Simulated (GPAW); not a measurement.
**Ballistic transport through a C6 chain between two Ru chains, from relaxation to T(E)**

Aim: the conductance of a C6 chain between two Ru chains after relaxation, and whether geometry, basis or functional moves it most.

Method: GPAW LCAO, PAW setups; relaxation of the junction within the symmetry of its start, lead ends held, in the first sound run; inputs show where later runs differ, in GPAW 26.7.0.

This is a report of a sequence of runs, with most program output left out.

## Step 1: The structure

The cell holds 22 atoms: 16 Ru and 6 C. Cell: a = 9.000 Å, b = 9.000 Å, c = 43.587 Å, α = 90.0°, β = 90.0°, γ = 90.0°. Regions: left lead, 8 atoms (8 Ru); channel, 6 atoms (6 C); right lead, 8 atoms (8 Ru). Vacuum lies along a and b. The structure is stacked along c, and the current runs across the ab planes.

## Step 2: Relaxation

Transmission follows bond lengths closely, so the atoms between the held lead ends are relaxed first, within whatever symmetry the start has.

run.py

```python
import json
from ase import Atoms
from ase.constraints import FixAtoms
from ase.optimize import BFGS
from gpaw import GPAW, FermiDirac

device = Atoms(
    ['Ru', 'Ru', 'Ru', 'Ru', 'Ru', 'Ru', 'Ru', 'Ru', 'C', 'C', 'C', 'C', 'C', 'C', 'Ru', 'Ru', 'Ru', 'Ru', 'Ru', 'Ru', 'Ru', 'Ru'],
    positions=[
        [4.50000, 4.50000, 1.12500],
        [4.50000, 4.50000, 3.37500],
        [4.50000, 4.50000, 5.62500],
        [4.50000, 4.50000, 7.87500],
        [4.50000, 4.50000, 10.12500],
        [4.50000, 4.50000, 12.37500],
        [4.50000, 4.50000, 14.62500],
        [4.50000, 4.50000, 16.87500],
        [4.50000, 4.50000, 18.60850],
        [4.50000, 4.50000, 19.83850],
        [4.50000, 4.50000, 21.17850],
        [4.50000, 4.50000, 22.40850],
        [4.50000, 4.50000, 23.74850],
        [4.50000, 4.50000, 24.97850],
        [4.50000, 4.50000, 26.71200],
        [4.50000, 4.50000, 28.96200],
        [4.50000, 4.50000, 31.21200],
        [4.50000, 4.50000, 33.46200],
        [4.50000, 4.50000, 35.71200],
        [4.50000, 4.50000, 37.96200],
        [4.50000, 4.50000, 40.21200],
        [4.50000, 4.50000, 42.46200]],
    cell=[[9.0, 0.0, 0.0], [0.0, 9.0, 0.0], [0.0, 0.0, 43.587]],
    pbc=True)

device.set_constraint(FixAtoms([0, 1, 2, 3, 4, 5, 6, 15, 16, 17, 18, 19, 20, 21]))
device.calc = GPAW(mode='lcao', basis='dzp', xc='PBE', h=0.18,
                   kpts={'size': (1, 1, 2), 'gamma': True},
                   symmetry={'tolerance': 1e-3, 'extra_ids': [1, 1, 1, 1, 1, 1, 1, 0, 0, 0, 0, 0, 0, 0, 0, 1, 1, 1, 1, 1, 1, 1]},
                   occupations=FermiDirac(0.1), maxiter=250,
                   mixer=dict(beta=0.1, nmaxold=8, weight=100.0),
                   convergence=dict(density=0.0001), txt='relax.txt')
path = []
opt = BFGS(device, maxstep=0.15)
opt.attach(lambda: path.append((device.get_potential_energy(), device.positions.tolist(), device.get_forces().tolist())))
relaxed = bool(opt.run(fmax=0.05, steps=50))
json.dump(dict(relaxed=relaxed, path=path, positions=device.positions.tolist(), moments=device.get_magnetic_moments().tolist(),
               forces=device.get_forces(apply_constraint=False).tolist()), open('result.json', 'w'))
```

On the command line:

```sh
OMP_NUM_THREADS=1 OPENBLAS_NUM_THREADS=1 python run.py
```

The job ended after 29 min (1 thread of Arm Neoverse V1, shared host; peak memory 2.2 GiB).

The steps of the relaxation:

| step | energy less that of the first step (eV) | largest force (eV/Å) |
| --- | --- | --- |
| 1 | 0.0000 | 5.8920 |
| 2 | 0.0841 | 11.1829 |
| 3 | -0.8744 | 1.3648 |
| 4 | -0.9044 | 1.5882 |
| 5 | -0.9455 | 0.3899 |
| 6 | -0.9520 | 0.2260 |
| 7 | -0.9541 | 0.0714 |
| 8 | -0.9541 | 0.0177 |

The atoms that moved most (Å):

| atom | dx | dy | dz | length |
| --- | --- | --- | --- | --- |
| Ru8 | 0.000 | 0.000 | -0.135 | 0.135 |
| Ru15 | 0.000 | 0.000 | 0.135 | 0.135 |
| C13 | 0.000 | 0.000 | -0.026 | 0.026 |
| C10 | 0.000 | 0.000 | 0.026 | 0.026 |
| C12 | 0.000 | 0.000 | 0.013 | 0.013 |
| C11 | 0.000 | 0.000 | -0.013 | 0.013 |
| C9 | 0.000 | 0.000 | -0.011 | 0.011 |
| C14 | 0.000 | 0.000 | 0.011 | 0.011 |

The relaxation lowered the energy of the cell by 0.954 eV (energies extrapolated to zero smearing; the optimiser's log prints free energies). The largest force left on a free atom is 0.018 eV/Å.

## Step 3: GPAW, dzp

Localised orbitals split the wire into layers that couple to their neighbours alone, which is what the Green's function method needs; double zeta with polarisation is the usual level for numbers.

This step: GPAW LCAO, PAW setups; Landauer transmission from Green's functions with principal layers (ASE), zero bias (GPAW 26.7.0).

run.py

```python
import json
import numpy as np
from ase import Atoms
from ase.transport.calculators import TransportCalculator
from gpaw import GPAW, FermiDirac
from gpaw.lcao.tools import get_lcao_hamiltonian
from scipy.linalg import eigh

# The junction with lead layers at both ends, along the third cell vector
device = Atoms(
    ['Ru', 'Ru', 'Ru', 'Ru', 'Ru', 'Ru', 'Ru', 'Ru', 'C', 'C', 'C', 'C', 'C', 'C', 'Ru', 'Ru', 'Ru', 'Ru', 'Ru', 'Ru', 'Ru', 'Ru'],
    positions=[
        [4.50000, 4.50000, 1.12500],
        [4.50000, 4.50000, 3.37500],
        [4.50000, 4.50000, 5.62500],
        [4.50000, 4.50000, 7.87500],
        [4.50000, 4.50000, 10.12500],
        [4.50000, 4.50000, 12.37500],
        [4.50000, 4.50000, 14.62500],
        [4.50000, 4.50000, 16.73973],
        [4.50000, 4.50000, 18.59723],
        [4.50000, 4.50000, 19.86434],
        [4.50000, 4.50000, 21.16504],
        [4.50000, 4.50000, 22.42196],
        [4.50000, 4.50000, 23.72266],
        [4.50000, 4.50000, 24.98977],
        [4.50000, 4.50000, 26.84727],
        [4.50000, 4.50000, 28.96200],
        [4.50000, 4.50000, 31.21200],
        [4.50000, 4.50000, 33.46200],
        [4.50000, 4.50000, 35.71200],
        [4.50000, 4.50000, 37.96200],
        [4.50000, 4.50000, 40.21200],
        [4.50000, 4.50000, 42.46200]],
    cell=[[9.0, 0.0, 0.0], [0.0, 9.0, 0.0], [0.0, 0.0, 43.587]],
    pbc=True)

# One principal layer of the lead: the first 5 atoms of the device
lead = Atoms(
    ['Ru', 'Ru', 'Ru', 'Ru', 'Ru'],
    positions=[
        [4.50000, 4.50000, 1.12500],
        [4.50000, 4.50000, 3.37500],
        [4.50000, 4.50000, 5.62500],
        [4.50000, 4.50000, 7.87500],
        [4.50000, 4.50000, 10.12500]],
    cell=[[9.0, 0.0, 0.0], [0.0, 9.0, 0.0], [0.0, 0.0, 11.25]],
    pbc=True)

settings = dict(mode='lcao', basis='dzp', xc='PBE', h=0.2,
                occupations=FermiDirac(0.1), maxiter=250,
                mixer=dict(beta=0.1, nmaxold=8, weight=100.0),
                convergence=dict(density=0.0001))
energies = np.arange(-2, 2 + 1e-9, 0.025)
eta = 0.0001
n1, n2 = 1, 1
# k and -k transmit alike, so half of the mesh across the current serves
mesh = [(i, j) for i in range(n1) for j in range(n2) if (i, j) <= (-i % n1, -j % n2)]
weights = np.array([1 if (i, j) == (-i % n1, -j % n2) else 2 for i, j in mesh]) / (n1 * n2)

# [... helper functions left out ...]
fermi_lead = ground_state(lead, (1, 1, 10), 'lead.txt')
fermi_device = ground_state(device, (1, 1, 2), 'device.txt')
# [... loop over the mesh left out, but for ...]
        # Shift the lead onto the potential of the device's first layer
        shift = ((H[:, 0, 0] - H0[:, 0, 0]) / S0[0, 0]).real.mean()
# [...]
kT = 8.617333e-5 * 300
bias = [0.1, 0.2, 0.5, 1.0, 1.5, 2.0]
# [... integrals and printing left out ...]
```

Elapsed: 7.1 min, on 1 thread; peak memory 1.6 GiB.

Numbers from this step:

- conductance: 1.496 G₀
- largest coupling past the next principal layer: 2.00e-5 eV
- largest misfit of the first principal layer: 0.05210 eV
- shift that aligns the lead: -0.004510 eV
- basis functions of the junction: 542
- basis functions of a principal layer: 145
- transmission at the Fermi level (one spin): 1.497

One spin. Table of transmission, zone mean by energy, zero at the Fermi level:

energy (eV), transmission, zone mean and a bar from the least value:
```
   -2.000       0.92 
   -1.800       1.34 ############
   -1.600       1.80 #########################
   -1.400       2.00 ##############################
   -1.200       1.89 ###########################
   -1.000       1.69 #####################
   -0.800       1.53 #################
   -0.600       1.44 ##############
   -0.400       1.42 ##############
   -0.200       1.45 ###############
    0.000       1.50 ################
    0.200       1.53 #################
    0.400       1.55 #################
    0.600       1.58 ##################
    0.800       1.63 ####################
    1.000       1.69 #####################
    1.200       1.72 ######################
    1.400       1.69 #####################
    1.600       1.60 ###################
    1.800       1.43 ##############
    2.000       1.02 ###
```

Not self-consistent under bias; the bias window is split evenly. Table of current through one cell, from the zero-bias transmission by bias:

| bias (V) | current through one cell, from the zero-bias transmission (μA) |
| --- | --- |
| 0.100 | 11.6 |
| 0.200 | 23.2 |
| 0.500 | 57.9 |
| 1.000 | 115 |
| 1.500 | 174 |
| 2.000 | 237 |

Table of transmission of the three most open eigenchannels by energy, zero at the Fermi level:

| energy (eV) | channel 1 = channel 2 | channel 3 |
| --- | --- | --- |
| -2.000 | 0.460 | 6.2e-5 |
| -1.800 | 0.669 | 5.5e-5 |
| -1.600 | 0.902 | 4.7e-5 |
| -1.400 | 0.998 | 3.7e-5 |
| -1.200 | 0.945 | 1.3e-5 |
| -1.000 | 0.845 | 1.6e-5 |
| -0.800 | 0.763 | 1.6e-5 |
| -0.600 | 0.719 | 1.7e-5 |
| -0.400 | 0.711 | 1.9e-5 |
| -0.200 | 0.727 | 2.2e-5 |
| 0.000 | 0.748 | 2.5e-5 |
| 0.200 | 0.764 | 2.6e-5 |
| 0.400 | 0.774 | 2.8e-5 |
| 0.600 | 0.789 | 2.9e-5 |
| 0.800 | 0.816 | 2.9e-5 |
| 1.000 | 0.844 | 2.9e-5 |
| 1.200 | 0.858 | 3.0e-5 |
| 1.400 | 0.843 | 3.2e-5 |
| 1.600 | 0.798 | 3.3e-5 |
| 1.800 | 0.717 | 1.6e-5 |
| 2.000 | 0.510 | 1.4e-5 |

Couplings past the next layer reach 2.0e-5 eV, small enough to drop; the matrix elements of the cell's first layer differ from the bulk lead's by up to 0.052 eV. That layer keeps its own values in the calculation, and only beyond it is the lead taken as perfect. The Fermi levels of lead and junction count from different zeros of potential, one for each periodic cell; with both set to zero, the small remaining shift is what aligns them. By hand: G = 1.496 × 77.48 μS = 116 μS, a resistance of 8.62 kΩ; at 0.1 V a linear junction would pass 11.6 μA, and the integral over the bias window gives 11.6 μA.

## Step 4: GPAW, szp: basis = "szp(dzp)"

One radial function a shell plus polarisation makes the matrices smaller; the question is what that costs.

Edit run.py of step 3 so:

```diff
@@ -49,3 +49,3 @@
 
-settings = dict(mode='lcao', basis='dzp', xc='PBE', h=0.2,
+settings = dict(mode='lcao', basis='szp(dzp)', xc='PBE', h=0.2,
                 occupations=FermiDirac(0.1), maxiter=250,
```

Run time: 3.8 min. Hardware: 1 thread; peak memory 1.5 GiB.

Numbers from this step:

```
conductance                                             : 1.462 G₀
largest coupling past the next principal layer          : 2.01e-5 eV
largest misfit of the first principal layer             : 0.05898 eV
shift that aligns the lead                              : 0.001429 eV
basis functions of the junction                         : 310
basis functions of a principal layer                    : 80
transmission at the Fermi level (one spin)              : 1.462
open channels of the lead at the Fermi level (one spin) : 6
```

One spin. Transmission, zone mean against energy, zero at the Fermi level:

| energy (eV) | transmission, zone mean |
| --- | --- |
| -2.000 | 0.906 |
| -1.900 | 1.11 |
| -1.800 | 1.36 |
| -1.700 | 1.62 |
| -1.600 | 1.84 |
| -1.500 | 1.97 |
| -1.425 | 2.00 |
| -1.400 | 1.99 |
| -1.300 | 1.94 |
| -1.200 | 1.84 |
| -1.100 | 1.73 |
| -1.000 | 1.62 |
| -0.900 | 1.53 |
| -0.800 | 1.47 |
| -0.700 | 1.42 |
| -0.600 | 1.40 |
| -0.500 | 1.39 |
| -0.400 | 1.40 |
| -0.300 | 1.41 |
| -0.200 | 1.43 |
| -0.100 | 1.45 |
| 0.000 | 1.46 |
| 0.100 | 1.47 |
| 0.200 | 1.48 |
| 0.300 | 1.48 |
| 0.400 | 1.49 |
| 0.500 | 1.50 |
| 0.600 | 1.51 |
| 0.700 | 1.52 |
| 0.800 | 1.54 |
| 0.900 | 1.55 |
| 1.000 | 1.56 |
| 1.025 | 1.56 |
| 1.100 | 1.55 |
| 1.200 | 1.54 |
| 1.300 | 1.51 |
| 1.400 | 1.46 |
| 1.500 | 1.40 |
| 1.600 | 1.32 |
| 1.700 | 1.21 |
| 1.800 | 1.07 |
| 1.900 | 0.858 |
| 2.000 | 0.483 |

Crossings of the lead's bands, unfolded to its shortest repeat. Open channels, zone mean against energy, zero at the Fermi level:

energy (eV), open channels, zone mean and a bar from the least value:
```
   -2.000       3.00 
   -1.900       3.00 
   -1.800       3.00 
   -1.700       3.00 
   -1.600       3.00 
   -1.500       3.00 
   -1.400       3.00 
   -1.300       3.00 
   -1.200       5.00 ####################
   -1.100       6.00 ##############################
   -1.000       6.00 ##############################
   -0.900       6.00 ##############################
   -0.800       6.00 ##############################
   -0.700       6.00 ##############################
   -0.600       6.00 ##############################
   -0.500       6.00 ##############################
   -0.400       4.00 ##########
   -0.300       6.00 ##############################
   -0.200       6.00 ##############################
   -0.100       6.00 ##############################
    0.000       6.00 ##############################
    0.100       6.00 ##############################
    0.200       6.00 ##############################
    0.300       4.00 ##########
    0.400       4.00 ##########
    0.500       4.00 ##########
    0.600       4.00 ##########
    0.700       4.00 ##########
    0.800       4.00 ##########
    0.900       4.00 ##########
    1.000       4.00 ##########
    1.100       4.00 ##########
    1.200       4.00 ##########
    1.300       4.00 ##########
    1.400       4.00 ##########
    1.500       4.00 ##########
    1.600       4.00 ##########
    1.700       3.00 
    1.800       3.00 
    1.900       3.00 
    2.000       3.00
```

Not self-consistent under bias; the bias window is split evenly. The current through one cell, from the zero-bias transmission by bias:

| bias (V) | current through one cell, from the zero-bias transmission (μA) |
| --- | --- |
| 0.100 | 11.3 |
| 0.200 | 22.6 |
| 0.500 | 56.5 |
| 1.000 | 112 |
| 1.500 | 169 |
| 2.000 | 228 |

Transmission of the three most open eigenchannels against energy, zero at the Fermi level:

| energy (eV) | channel 1 = channel 2 | channel 3 |
| --- | --- | --- |
| -2.000 | 0.453 | 7.1e-6 |
| -1.900 | 0.555 | 7.1e-6 |
| -1.800 | 0.680 | 7.1e-6 |
| -1.700 | 0.812 | 7.1e-6 |
| -1.600 | 0.921 | 7.2e-6 |
| -1.500 | 0.985 | 7.2e-6 |
| -1.400 | 0.997 | 7.2e-6 |
| -1.300 | 0.969 | 7.2e-6 |
| -1.200 | 0.920 | 7.1e-6 |
| -1.100 | 0.864 | 5.1e-6 |
| -1.000 | 0.811 | 4.3e-6 |
| -0.900 | 0.767 | 4.2e-6 |
| -0.800 | 0.733 | 4.2e-6 |
| -0.700 | 0.710 | 4.2e-6 |
| -0.600 | 0.698 | 4.3e-6 |
| -0.500 | 0.695 | 4.5e-6 |
| -0.400 | 0.698 | 4.9e-6 |
| -0.300 | 0.706 | 5.3e-6 |
| -0.200 | 0.715 | 5.9e-6 |
| -0.100 | 0.724 | 6.5e-6 |
| 0.000 | 0.731 | 7.2e-6 |
| 0.100 | 0.736 | 7.9e-6 |
| 0.200 | 0.739 | 8.5e-6 |
| 0.300 | 0.742 | 9.1e-6 |
| 0.400 | 0.744 | 9.8e-6 |
| 0.500 | 0.748 | 1.0e-5 |
| 0.600 | 0.754 | 1.1e-5 |
| 0.700 | 0.761 | 1.2e-5 |
| 0.800 | 0.768 | 1.3e-5 |
| 0.900 | 0.775 | 1.3e-5 |
| 1.000 | 0.778 | 1.4e-5 |
| 1.100 | 0.777 | 1.3e-5 |
| 1.200 | 0.769 | 1.7e-5 |
| 1.300 | 0.753 | 1.9e-5 |
| 1.400 | 0.730 | 2.2e-5 |
| 1.500 | 0.699 | 2.5e-5 |
| 1.600 | 0.659 | 3.0e-5 |
| 1.700 | 0.607 | 6.9e-6 |
| 1.800 | 0.536 | 5.1e-6 |
| 1.900 | 0.429 | 4.4e-6 |
| 2.000 | 0.241 | 4.0e-6 |

The conductance, 1.46 G₀, lies 2.3 % below that of the dzp run.

## Step 5: Minimal basis

One function for each valence shell of the setup, as for a first survey of a large system.

Edit run.py of step 4 so:

```diff
@@ -49,3 +49,3 @@
 
-settings = dict(mode='lcao', basis='szp(dzp)', xc='PBE', h=0.2,
+settings = dict(mode='lcao', basis='sz(dzp)', xc='PBE', h=0.2,
                 occupations=FermiDirac(0.1), maxiter=250,
```

Run time: 2.7 min. Hardware: 1 thread; peak memory 1.4 GiB.

Numbers from this step:

| Item | Value |
| --- | --- |
| conductance | 1.401 G₀ |
| largest coupling past the next principal layer | 2.00e-5 eV |
| largest misfit of the first principal layer | 0.04837 eV |
| shift that aligns the lead | -0.001265 eV |
| basis functions of the junction | 232 |
| basis functions of a principal layer | 65 |
| transmission at the Fermi level (one spin) | 1.402 |

The conductance, 1.40 G₀, lies 6.4 % below that of the dzp run.

## Step 6: RPBE in the dzp basis: xc = "RPBE"

Back in the dzp basis, the functional changes from PBE to RPBE, to set the spread between functionals beside that between bases.

Edit run.py of step 5 so:

```diff
@@ -49,3 +49,3 @@
 
-settings = dict(mode='lcao', basis='sz(dzp)', xc='PBE', h=0.2,
+settings = dict(mode='lcao', basis='dzp', xc='RPBE', h=0.2,
                 occupations=FermiDirac(0.1), maxiter=250,
```

The job ended after 6.7 min (1 thread; peak memory 1.6 GiB).

Numbers from this step:

| Quantity | Value |
| --- | --- |
| conductance | 1.491 G₀ |
| largest coupling past the next principal layer | 2.01e-5 eV |
| largest misfit of the first principal layer | 0.05444 eV |
| shift that aligns the lead | -0.003980 eV |
| basis functions of the junction | 542 |
| basis functions of a principal layer | 145 |
| transmission at the Fermi level (one spin) | 1.492 |

The conductance, 1.49 G₀, lies 0.3 % below that of the dzp run.

## Step 7: The structure as built: geometry = "as built"

The dzp basis with PBE on the structure as first built shows what the relaxation was worth.

Edit run.py of step 6 so:

```diff
@@ -19,10 +19,10 @@
         [4.50000, 4.50000, 14.62500],
-        [4.50000, 4.50000, 16.73973],
-        [4.50000, 4.50000, 18.59723],
-        [4.50000, 4.50000, 19.86434],
-        [4.50000, 4.50000, 21.16504],
-        [4.50000, 4.50000, 22.42196],
-        [4.50000, 4.50000, 23.72266],
-        [4.50000, 4.50000, 24.98977],
-        [4.50000, 4.50000, 26.84727],
+        [4.50000, 4.50000, 16.87500],
+        [4.50000, 4.50000, 18.60850],
+        [4.50000, 4.50000, 19.83850],
+        [4.50000, 4.50000, 21.17850],
+        [4.50000, 4.50000, 22.40850],
+        [4.50000, 4.50000, 23.74850],
+        [4.50000, 4.50000, 24.97850],
+        [4.50000, 4.50000, 26.71200],
         [4.50000, 4.50000, 28.96200],
@@ -49,3 +49,3 @@
 
-settings = dict(mode='lcao', basis='dzp', xc='RPBE', h=0.2,
+settings = dict(mode='lcao', basis='dzp', xc='PBE', h=0.2,
                 occupations=FermiDirac(0.1), maxiter=250,
```

It took 7.2 min on 1 thread; peak memory 1.6 GiB.

Numbers from this step:

```
conductance                                    : 1.806 G₀
largest coupling past the next principal layer : 2.00e-5 eV
largest misfit of the first principal layer    : 0.05025 eV
shift that aligns the lead                     : -0.002769 eV
transmission at the Fermi level (one spin)     : 1.807
```

The conductance, 1.81 G₀, lies 21 % above that of the dzp run.

## Step 8: Cost and result by level

Times are for 1 thread of Arm Neoverse V1, shared host. The runs compared:

| no. | run | conductance (G₀) | time | memory (GiB) |
| --- | --- | --- | --- | --- |
| 1 | dzp | 1.496 | 7.1 min | 1.6 |
| 2 | szp | 1.462 | 3.8 min | 1.5 |
| 3 | sz | 1.401 | 2.7 min | 1.4 |
| 4 | dzp RPBE | 1.491 | 6.7 min | 1.6 |
| 5 | asbuilt | 1.806 | 7.2 min | 1.6 |

## Step 9: The levels side by side

The curves are compared point by point over the common energies.

This step: comparison of transmission and cost over codes, levels and geometry (GPAW 26.7.0).

Ladder, by row:

| step | code | T at the Fermi level (sum over the listed spins) | conductance (G0) | r.m.s. T(E) from the first | wall time (s) | peak memory (GiB) | threads |
| --- | --- | --- | --- | --- | --- | --- | --- |
| dzp | GPAW | 1.497 | 1.496 | 0 | 425.6 | 1.6 | 1 |
| szp | GPAW | 1.462 | 1.462 | 0.1551 | 230.1 | 1.52 | 1 |
| sz | GPAW | 1.402 | 1.401 | 0.2528 | 164.2 | 1.45 | 1 |
| dzp-RPBE | GPAW | 1.492 | 1.491 | 0.01156 | 403 | 1.6 | 1 |
| asbuilt | GPAW | 1.807 | 1.806 | 0.4325 | 429.2 | 1.6 | 1 |

The transmission, zone mean, sum over the listed spins by energy, zero at the Fermi level:

| energy (eV) | dzp | szp | sz | dzp-RPBE | asbuilt |
| --- | --- | --- | --- | --- | --- |
| -2.000 | 0.921 | 0.906 | 1.08 | 0.923 | 1.96 |
| -1.800 | 1.34 | 1.36 | 1.64 | 1.34 | 1.92 |
| -1.600 | 1.80 | 1.84 | 1.99 | 1.81 | 1.89 |
| -1.550 | 1.89 | 1.92 | 2.00 | 1.89 | 1.89 |
| -1.425 | 1.99 | 2.00 | 1.92 | 1.99 | 1.89 |
| -1.400 | 2.00 | 1.99 | 1.89 | 2.00 | 1.89 |
| -1.200 | 1.89 | 1.84 | 1.64 | 1.89 | 1.90 |
| -1.000 | 1.69 | 1.62 | 1.42 | 1.69 | 1.89 |
| -0.800 | 1.53 | 1.47 | 1.31 | 1.53 | 1.87 |
| -0.600 | 1.44 | 1.40 | 1.27 | 1.44 | 1.85 |
| -0.400 | 1.42 | 1.40 | 1.30 | 1.42 | 1.84 |
| -0.200 | 1.45 | 1.43 | 1.36 | 1.45 | 1.83 |
| 0.000 | 1.50 | 1.46 | 1.40 | 1.49 | 1.81 |
| 0.200 | 1.53 | 1.48 | 1.42 | 1.52 | 1.76 |
| 0.400 | 1.55 | 1.49 | 1.43 | 1.54 | 1.67 |
| 0.600 | 1.58 | 1.51 | 1.45 | 1.57 | 1.55 |
| 0.800 | 1.63 | 1.54 | 1.48 | 1.63 | 1.44 |
| 1.000 | 1.69 | 1.56 | 1.50 | 1.68 | 1.33 |
| 1.200 | 1.72 | 1.54 | 1.48 | 1.71 | 1.20 |
| 1.400 | 1.69 | 1.46 | 1.39 | 1.67 | 1.05 |
| 1.600 | 1.60 | 1.32 | 1.22 | 1.58 | 0.890 |
| 1.800 | 1.43 | 1.07 | 0.943 | 1.41 | 0.723 |
| 2.000 | 1.02 | 0.483 | 0.278 | 0.960 | 0.456 |

(Part 1 of 2 ends here.)

[Logs are printed without paths, hosts, clocks, repeated set-up lines and the standing remarks that a program may print on its own settings, such as how far it seeks lower states.]

[Hosts, paths, dates, database ids (printed as entryN), source tags and the programs' standing remarks are cut or masked in the printed files.]
